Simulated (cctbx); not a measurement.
**A crystallographic session in cctbx: CsCa2Cl5**

Library: cctbx 2025.11. The data are simulated by the first script.

## 1. Simulate the data

run.py:

```python
from cctbx import adptbx, crystal, miller, sgtbx, xray
from cctbx.array_family import flex
from iotbx.shelx import hklf
from scitbx import matrix
import scitbx.random

cs = crystal.symmetry(unit_cell=(9.131, 7.925, 12.847, 90, 90.1, 90), space_group_symbol='Hall: -P 2ybc')  # P2_1/c
atoms = [  # label, site, U (iso, or U11 U22 U33 U12 U13 U23 in A^2), occupancy
    ("Cs1", (0.5069, 0.4671, 0.1753), (0.0088, 0.0073, 0.0069, -0.0013, 0.0017, -0.0006), 1),
    ("Ca1", (0.2545, 0.4301, 0.488), (0.0137, 0.0138, 0.0142, 0.0009, 0.0007, -0.0002), 1),
    ("Ca2", (0.9979, 0.4737, 0.1747), (0.0136, 0.0129, 0.0121, 0.0013, -0.0007, -0.0006), 1),
    ("Cl1", (0.0331, 0.8324, 0.1032), (0.0105, 0.0135, 0.0180, -0.0010, 0.0021, 0.0022), 1),
    ("Cl2", (0.2166, 0.0477, 0.4985), (0.0167, 0.0197, 0.0186, 0.0002, 0.0009, -0.0006), 1),
    ("Cl3", (0.2254, 0.2004, 0.2072), (0.0106, 0.0115, 0.0107, 0.0003, 0.0006, -0.0002), 1),
    ("Cl4", (0.2198, 0.6718, 0.3176), (0.0112, 0.0101, 0.0110, 0.0002, -0.0001, 0.0015), 1),
    ("Cl5", (0.5339, 0.3307, 0.4088), (0.0117, 0.0108, 0.0124, 0.0013, 0.0023, 0.0024), 1),
]
xs = xray.structure(crystal_symmetry=cs)
for label, site, u, occ in atoms:
    u = adptbx.u_cif_as_u_star(cs.unit_cell(), u) if isinstance(u, tuple) else u
    xs.add_scatterer(xray.scatterer(label, site=site, u=u, occupancy=occ))
xs.set_inelastic_form_factors(0.71073, "sasaki")
xs.show_summary()
p1 = xs.expand_to_p1()
ms = miller.build_set(p1, anomalous_flag=True, d_min=0.6)
flex.set_random_seed(656183)
scitbx.random.set_random_seed(656183)
ms = ms.select(flex.random_double(ms.size()) < 0.8)
i = ms.structure_factors_from_scatterers(p1, algorithm="direct").f_calc().as_intensity_array().data()
i = i * 70000 / flex.max(i)
sig = flex.sqrt(i + flex.pow2(0.06 * i) + 15 ** 2)
noise = scitbx.random.variate(scitbx.random.normal_distribution())(i.size())
data = ms.array(data=i + sig * noise, sigmas=sig).set_observation_type_xray_intensity()
with open("data.hkl", "w") as f:
    data.export_as_shelx_hklf(f)
print("reflections written:", data.size(), " <I/sigma> = %.1f" % flex.mean(data.data() / data.sigmas()))
for h, a, b in list(data.sort("data"))[:12]:
    print("%4d%4d%4d %9.1f %7.1f" % (h + (a, b)))
```

```console
$ python run.py
```

```text
Number of scatterers: 8
At special positions: 0
Unit cell: (9.131, 7.925, 12.847, 90, 90.1, 90)
Space group: P 1 21/c 1 (No. 14)
reflections written: 14444  <I/sigma> = 9.4
  -4   0   0   64798.3  4208.4
  -2   2  -2   29622.0  1770.2
   2   2   2   29394.4  1770.2
  -2   0   4   28632.7  1632.1
  -2  -2  -2   28443.1  1770.2
  -2   2   2   28073.8  1503.4
   2  -2   2   27819.2  1770.2
   0   0  -6   27324.6  1526.0
   0   0   6   27190.9  1526.0
   2   0  -4   26534.4  1632.1
   0  -3   3   24425.6  1510.1
  -2  -2   2   23922.8  1503.4
```

Run time: 0.45 s on 1 thread of Arm Neoverse N1 (shared host), peak memory 0.07 GiB.

## 2. Symmetry

run.py:

```python
from cctbx import crystal, sgtbx, statistics
from cctbx.array_family import flex
from iotbx.shelx import hklf

p1 = crystal.symmetry(unit_cell=(9.131, 7.925, 12.847, 90, 90.1, 90), space_group_symbol="P 1")
raw = hklf.reader(file_name="data.hkl").as_miller_arrays(crystal_symmetry=p1, anomalous=True)[0]
print(raw.size(), "reflections to d = %.3f A" % raw.d_min())
isig = raw.data() / raw.sigmas()
print("centring   violations  <I/sigma> of those")
best = "P"
for c in "ABCIRF":
    a = raw.customized_copy(space_group_info=sgtbx.space_group_info("Hall: %s 1" % c)).sys_absent_flags().data()
    m = flex.mean(isig.select(a))
    print("%5s %10d of %5d %8.1f" % (c, (isig.select(a) > 4).count(True), a.count(True), m))
    if (isig.select(a) > 4).count(True) < 0.01 * a.count(True):
        best = c
raw = raw.select(~raw.customized_copy(space_group_info=sgtbx.space_group_info("Hall: %s 1" % best)).sys_absent_flags().data())
isig = raw.data() / raw.sigmas()
rows = []
for s in sgtbx.space_group_symbol_iterator():
    g = sgtbx.space_group(s)
    if g.conventional_centring_type_symbol() != best or not g.is_compatible_unit_cell(p1.unit_cell(), 1e-3, 0.02):
        continue
    rows.append((s, g))
print("Laue class    unique    Rint  (classes that these axes allow; Friedel mates merged)")
rint = {}
for s, g in rows:
    laue = g.build_derived_patterson_group()
    key = laue.type().hall_symbol()
    if key not in rint:
        m = raw.customized_copy(space_group_info=laue.info(), anomalous_flag=False).merge_equivalents()
        rint[key] = m.r_int()
        print("%-14s %6d %7.3f" % (laue.type().lookup_symbol(), m.array().size(), m.r_int()))
floor = min(rint.values())
good = [(s, g) for s, g in rows if rint[g.build_derived_patterson_group().type().hall_symbol()] < 2 * floor + 0.03]
top = max(g.build_derived_patterson_group().order_z() for s, g in good)
print("space group    extra absences  I>4sigma  <I/sigma>")
for s, g in good:
    laue = g.build_derived_patterson_group()
    if laue.order_z() != top:
        continue
    a = raw.customized_copy(space_group_info=g.info()).sys_absent_flags().data()
    a &= ~raw.customized_copy(space_group_info=laue.info()).sys_absent_flags().data()
    bad = (isig.select(a) > 4).count(True)
    if bad <= 0.03 * a.count(True):
        print("%-16s %8d %10d %9s  %s" % (s.universal_hermann_mauguin(), a.count(True), bad, "%.1f" % flex.mean(isig.select(a)) if a.count(True) else "-", "centric" if g.is_centric() else "acentric"))
laue = max(good, key=lambda t: t[1].build_derived_patterson_group().order_z())[1].build_derived_patterson_group()
f = raw.customized_copy(space_group_info=laue.info(), anomalous_flag=False).merge_equivalents().array().eliminate_sys_absent().f_sq_as_f()
f.set_observation_type_xray_amplitude()
bins = max(3, min(8, f.size() // 12))
f.setup_binner(n_bins=bins)
w = statistics.wilson_plot(f, {e: n / laue.order_z() for e, n in {'Cs': 4.0, 'Ca': 8.0, 'Cl': 20.0}.items()}, e_statistics=True)
print("Wilson B = %.2f A^2   <|E^2-1|> = %.3f (0.968 centric, 0.736 acentric)   E^2>4: %.1f %%" % (w.wilson_b, w.mean_e_sq_minus_1, w.percent_e_sq_gt_2))
print("shell (A)         n   <I/sigma>")
m = raw.customized_copy(space_group_info=laue.info(), anomalous_flag=False).merge_equivalents().array().eliminate_sys_absent()
for b in m.setup_binner(n_bins=bins).range_used():
    sel = m.binner().selection(b)
    print("%5.2f - %4.2f %6d %8.1f" % (min(m.binner().bin_d_range(b)[0] if m.binner().bin_d_range(b)[0] > 0 else 99, 99), m.binner().bin_d_range(b)[1], sel.count(True), flex.mean((m.data() / m.sigmas()).select(sel))))
```

```console
$ python run.py
```

```text
14444 reflections to d = 0.600 A
centring   violations  <I/sigma> of those
    A       5327 of  7217      9.5
    B       5298 of  7160      9.3
    C       5383 of  7265      9.3
    I       5374 of  7228      9.3
    R       7163 of  9640      9.4
    F       8004 of 10821      9.4
Laue class    unique    Rint  (classes that these axes allow; Friedel mates merged)
P -1             8648   0.039
P 1 2/m 1        4745   0.046
space group    extra absences  I>4sigma  <I/sigma>
P 1 2 1                 0          0         -  acentric
P 1 21 1               10          0       0.2  acentric
P 1 m 1                 0          0         -  acentric
P 1 c 1               420          0       0.1  acentric
P 1 2/m 1               0          0         -  centric
P 1 21/m 1             10          0       0.2  centric
P 1 2/c 1             420          0       0.1  centric
P 1 21/c 1            430          0       0.1  centric
Wilson B = 0.77 A^2   <|E^2-1|> = 0.903 (0.968 centric, 0.736 acentric)   E^2>4: 3.7 %
shell (A)         n   <I/sigma>
12.85 - 1.20    622     17.4
 1.20 - 0.95    605     16.1
 0.95 - 0.83    584     16.0
 0.83 - 0.76    585     15.5
 0.76 - 0.70    594     14.0
 0.70 - 0.66    581     13.1
 0.66 - 0.63    600     13.1
 0.63 - 0.60    574     11.8
```

Time: 0.42 s.

## 3. Charge flipping

run.py:

```python
import itertools
from cctbx import crystal, maptbx
from cctbx.array_family import flex
from iotbx.shelx import hklf
from smtbx.ab_initio import charge_flipping as cf

cs = crystal.symmetry(unit_cell=(9.131, 7.925, 12.847, 90, 90.1, 90), space_group_symbol='Hall: -P 2ybc')  # P2_1/c
raw = hklf.reader(file_name="data.hkl").as_miller_arrays(crystal_symmetry=cs, anomalous=True)[0]
merged = raw.eliminate_sys_absent().merge_equivalents()
fo2 = merged.array().set_observation_type_xray_intensity()
f = fo2.average_bijvoet_mates().f_sq_as_f().resolution_filter(d_min=0.9)
p1 = f.expand_to_p1()
work = p1
flex.set_random_seed(12967)
it = cf.weak_reflection_improved_iterator(delta=None, weak_reflection_fraction=0.3)
it.start(work, phases=flex.random_double(p1.size()) * 6.2832, f_000=0)
it.delta = 0.9 * it.rho_map.sigma()
print("cycle      R  skewness")
for n, st in enumerate(itertools.islice(it, 200)):
    if n % 16 == 0:
        print("%5d %6.3f %8.2f" % (n, st.r1_factor(), st.rho_map.skewness()))
rho = p1.phase_transfer(it.f_calc).fft_map().apply_volume_scaling()
polish = cf.low_density_elimination_iterator(constant_rho_c=rho.sigma())
polish.start(f_obs=p1, phases=it.f_calc, f_000=0)
for _ in range(8):
    next(polish)
print("origin shift          correlation  skewness")
maps = []
for fc, shift, cc in itertools.islice(cf.f_calc_symmetrisations(f, polish.f_calc, 0), 4):
    m = f.phase_transfer(fc).fft_map(symmetry_flags=maptbx.use_space_group_symmetry, resolution_factor=0.25).apply_sigma_scaling()
    maps.append((m.skewness(), cc, m))
    print("%6.3f %6.3f %6.3f %10.3f %9.2f" % (tuple(shift) + (cc, m.skewness())))
skew, cc, m = max((t for t in maps if t[1] > maps[0][1] - 0.04), key=lambda t: t[0])
print("taken: symmetry correlation %.3f, skewness %.2f" % (cc, skew))
peaks = m.peak_search(parameters=maptbx.peak_search_parameters(min_distance_sym_equiv=0.9, max_clusters=13)).all()
sps = cs.special_position_settings(min_distance_sym_equiv=0.5)
print("peak      x       y       z  mult  height/sigma")
for k, (x, h) in enumerate(zip(peaks.sites(), peaks.heights())):
    ss = sps.site_symmetry(x)
    print("Q%-3d %7.4f %7.4f %7.4f %4d %8.1f" % ((k + 1,) + tuple(t % 1 for t in ss.exact_site()) + (ss.multiplicity(), h)))
```

```console
$ python run.py
```

```text
cycle      R  skewness
    0  0.624     0.32
   16  0.441     1.61
   32  0.435     1.82
   48  0.430     2.11
   64  0.432     3.09
   80  0.358     7.47
   96  0.361     7.51
  112  0.342     7.45
  128  0.347     7.17
  144  0.349     7.18
  160  0.350     7.23
  176  0.355     7.13
  192  0.358     7.21
origin shift          correlation  skewness
 0.309  0.142  0.377      0.781      1.68
 0.064  0.142  0.376      0.781      1.60
 0.069  0.147  0.086      0.777      1.52
 0.314  0.147  0.087      0.771      1.23
taken: symmetry correlation 0.781, skewness 1.68
peak      x       y       z  mult  height/sigma
Q1    0.1637  0.0327  0.0308    4      9.6
Q2    0.3712  0.0422  0.3294    4      9.5
Q3    0.3507  0.5421  0.4680    4      8.8
Q4    0.1206  0.6703  0.9555    4      6.7
Q5    0.1210  0.1714  0.8262    4      6.1
Q6    0.1543  0.0301  0.6345    4      5.2
Q7    0.3664  0.6941  0.6715    4      4.3
Q8    0.3704  0.1908  0.6486    4      4.1
Q9    0.3980  0.6233  0.1412    4      3.8
Q10   0.9988  0.1862  0.5949    4      3.7
Q11   0.4197  0.6824  0.4053    4      3.7
Q12   0.3145  0.6532  0.7267    4      3.5
Q13   0.1618  0.0499  0.2849    4      3.4
```

Time: 0.67 s.

## 4. Refinement (model from the peaks)

run.py:

```python
import math
from cctbx import adptbx, crystal, maptbx, sgtbx, xray
from cctbx.array_family import flex
from cctbx.xray import observations
from iotbx.shelx import hklf
from scitbx.lstbx import normal_eqns_solving
from smtbx import absolute_structure, utils
from smtbx.refinement import constraints, least_squares

cs = crystal.symmetry(unit_cell=(9.131, 7.925, 12.847, 90, 90.1, 90), space_group_symbol='Hall: -P 2ybc')  # P2_1/c
atoms = [  # label, site, U (iso, or U11 U22 U33 U12 U13 U23 in A^2), occupancy
    ("Ca1", (0.1637, 0.0327, 0.0308), 0.0200, 1),
    ("Cs1", (0.3712, 0.0422, 0.3294), 0.0200, 1),
    ("Ca2", (0.3507, 0.5421, 0.468), 0.0200, 1),
    ("Cl1", (0.1206, 0.6703, 0.9555), 0.0200, 1),
    ("Cl2", (0.121, 0.1714, 0.8262), 0.0200, 1),
    ("Cl3", (0.1543, 0.0301, 0.6345), 0.0200, 1),
    ("Cl4", (0.3664, 0.6941, 0.6715), 0.0200, 1),
    ("Cl5", (0.3704, 0.1908, 0.6486), 0.0200, 1),
]
xs = xray.structure(crystal_symmetry=cs)
for label, site, u, occ in atoms:
    u = adptbx.u_cif_as_u_star(cs.unit_cell(), u) if isinstance(u, tuple) else u
    xs.add_scatterer(xray.scatterer(label, site=site, u=u, occupancy=occ))
xs.set_inelastic_form_factors(0.71073, "sasaki")
raw = hklf.reader(file_name="data.hkl").as_miller_arrays(crystal_symmetry=cs, anomalous=True)[0]
merged = raw.eliminate_sys_absent().merge_equivalents()
fo2 = merged.array().set_observation_type_xray_intensity()
print("Rint %.3f, %d unique reflections to %.2f A" % (merged.r_int(), fo2.size(), fo2.d_min()))
for sc in xs.scatterers():
    sc.flags.set_grad_site(True)
    sc.flags.set_grad_u_aniso(sc.flags.use_u_aniso())
    sc.flags.set_grad_u_iso(sc.flags.use_u_iso())
obs = fo2.as_xray_observations()
extra = {}
rep = constraints.reparametrisation(xs, [], utils.connectivity_table(xs), **extra)
ls = least_squares.crystallographic_ls(obs, rep, weighting_scheme=least_squares.mainstream_shelx_weighting(a=0, b=0))
print("cycle     R1     wR2    GooF  max shift (A)")
for cycle in range(6):
    ls.build_up()
    r1, wr2, goof = ls.r1_factor(cutoff_factor=2)[0], ls.wR2(), ls.goof()
    old = xs.sites_cart()
    normal_eqns_solving.levenberg_marquardt_iterations(ls, n_max_iterations=3, tau=0.0001, step_threshold=1e-7)
    big = flex.max((xs.sites_cart() - old).norms())
    print("%4d %7.4f %7.4f %7.3f %9.5f" % (cycle + 1, r1, wr2, goof, big))
    ls.build_up(objective_only=True)
    if abs(ls.wR2() - wr2) < 5e-5 and big < 5e-4:
        break
ls.build_up()
print("final R1 %.4f wR2 %.4f GooF %.3f  parameters %d  data/parameter %.1f" % (ls.r1_factor(cutoff_factor=2)[0], ls.wR2(), ls.goof(), ls.n_parameters, fo2.size() / ls.n_parameters))
cov = ls.covariance_matrix_and_annotations()
su = dict(zip(cov.annotations, (math.sqrt(max(v, 0)) for v in cov.matrix.matrix_packed_u_diagonal())))
a2 = cs.unit_cell().reciprocal_parameters()[0] ** -2
print("atom        x        y        z      Ueq    occ   su(xyz)  su(Uiso or U11)")
for sc in xs.scatterers():
    s = max(su.get(sc.label + k, 0) for k in (".x", ".y", ".z"))
    npd = "" if sc.is_positive_definite_u(cs.unit_cell()) else "  NPD"
    print("%-5s %8.5f %8.5f %8.5f %8.4f %6.3f %8.5f %7.4f%s" % ((sc.label,) + sc.site + (sc.u_iso_or_equiv(cs.unit_cell()), sc.occupancy, s, su.get(sc.label + ".uiso", su.get(sc.label + ".u11", 0) * a2), npd)))
fo = fo2.f_sq_as_f()
fc = fo.structure_factors_from_scatterers(xs, algorithm="direct").f_calc()
diff = fo.f_obs_minus_f_calc(1 / math.sqrt(ls.scale_factor()), fc).average_bijvoet_mates()
m = diff.fft_map(symmetry_flags=maptbx.use_space_group_symmetry, resolution_factor=0.25).apply_volume_scaling()
print("difference map: max %.2f min %.2f rms %.2f" % (m.statistics().max(), m.statistics().min(), m.statistics().sigma()))
peaks = m.peak_search(parameters=maptbx.peak_search_parameters(min_distance_sym_equiv=0.6, max_clusters=5)).all()
near = xs.closest_distances(peaks.sites(), distance_cutoff=4)
sps = cs.special_position_settings(min_distance_sym_equiv=0.5)
for k, (x, h) in enumerate(zip(peaks.sites(), peaks.heights())):
    ss = sps.site_symmetry(x)
    print("Q%-3d %7.4f %7.4f %7.4f %4d %7.2f  %.2f A from %s" % ((k + 1,) + tuple(t % 1 for t in ss.exact_site()) + (ss.multiplicity(), h, near.smallest_distances[k], xs.scatterers()[near.i_seqs[k]].label)))
```

```console
$ python run.py
```

```text
Rint 0.046, 4489 unique reflections to 0.60 A
cycle     R1     wR2    GooF  max shift (A)
   1  0.7536  0.9457  17.337   0.24756
   2  0.6377  0.8800  16.134   0.29577
   3  0.6115  0.8692  15.936   0.13401
   4  0.6083  0.8677  15.908   0.06504
   5  0.6657  0.9065  16.619   0.07754
   6  0.6104  0.8688  15.928   0.01793
final R1 0.6106 wR2 0.8687 GooF 15.926  parameters 32  data/parameter 140.3
atom        x        y        z      Ueq    occ   su(xyz)  su(Uiso or U11)
Ca1    0.11857  0.02079  0.01796   0.0111  1.000  0.00235  0.0032
Cs1    0.38416  0.03697  0.32859   0.0001  1.000  0.00055  0.0009
Ca2    0.37180  0.53656  0.47791   0.0001  1.000  0.00176  0.0019
Cl1    0.12931  0.65799  0.96473   0.0170  1.000  0.00334  0.0043
Cl2    0.10046  0.20343  0.85874   0.0001  1.000  0.00197  0.0023
Cl3    0.13008  0.07738  0.64514   0.0001  1.000  0.00201  0.0023
Cl4    0.33816  0.67626  0.66440   0.0001  1.000  0.00198  0.0022
Cl5    0.36320  0.19781  0.66607   0.0396  1.000  0.00632  0.0092
difference map: max 388.93 min -145.53 rms 13.88
Q1    0.3840  0.0350  0.3286    4  410.96  0.02 A from Cs1
Q2    0.3708  0.5306  0.4776    4  289.94  0.05 A from Ca2
Q3    0.1181  0.5266  0.1683    4  151.86  0.88 A from Cl3
Q4    0.4115  0.1700  0.5615    4  104.72  1.43 A from Cl5
Q5    0.3451  0.6688  0.2452    4  103.21  1.61 A from Cl4
```

Time: 0.74 s.

Figures of merit this high mean that the model is still wrong or incomplete.

## 5. Charge flipping

run.py, as its changes from the last script of this kind:

```diff
@@ -13,2 +13,3 @@
-work = p1
-flex.set_random_seed(12967)
+p1.setup_binner_counting_sorted(reflections_per_bin=max(40, p1.size() // 12))
+work = p1.array(data=p1.data() / p1.amplitude_quasi_normalisations().data())
+flex.set_random_seed(12968)
@@ -19,2 +20,2 @@
-for n, st in enumerate(itertools.islice(it, 200)):
-    if n % 16 == 0:
+for n, st in enumerate(itertools.islice(it, 400)):
+    if n % 33 == 0:
```

```console
$ python run.py
```

```text
cycle      R  skewness
    0  0.640     0.13
   33  0.416     1.41
   66  0.411     1.53
   99  0.418     1.59
  132  0.417     1.67
  165  0.422     1.67
  198  0.420     1.73
  231  0.418     1.78
  264  0.422     1.77
  297  0.418     1.74
  330  0.417     1.76
  363  0.418     1.89
  396  0.437     2.07
origin shift          correlation  skewness
 0.155  0.028  0.139      0.779      0.88
 0.408  0.026  0.140      0.773      0.85
 0.273  0.048  0.088      0.766      0.77
-0.009  0.304 -0.003      0.773      1.21
taken: symmetry correlation 0.773, skewness 1.21
peak      x       y       z  mult  height/sigma
Q1    0.0018  0.2496  0.0736    4     10.8
Q2    0.2409  0.6465  0.2472    4      5.4
Q3    0.2336  0.2534  0.2716    4      5.1
Q4    0.0103  0.0470  0.1684    4      5.0
Q5    0.4948  0.1018  0.8339    4      4.4
Q6    0.4483  0.1537  0.1039    4      4.1
Q7    0.4282  0.1643  0.0095    4      4.0
Q8    0.4908  0.5450  0.3275    4      3.9
Q9    0.2918  0.0762  0.9252    4      3.7
Q10   0.4307  0.6614  0.8576    4      3.7
Q11   0.2879  0.5684  0.8787    4      3.6
Q12   0.3892  0.2478  0.2564    4      3.6
Q13   0.3216  0.1630  0.3456    4      3.3
```

Time: 0.88 s.

[Logs are printed without paths, hosts, clocks, repeated set-up lines and the standing remarks that a program may print on its own settings, such as how far it seeks lower states.]
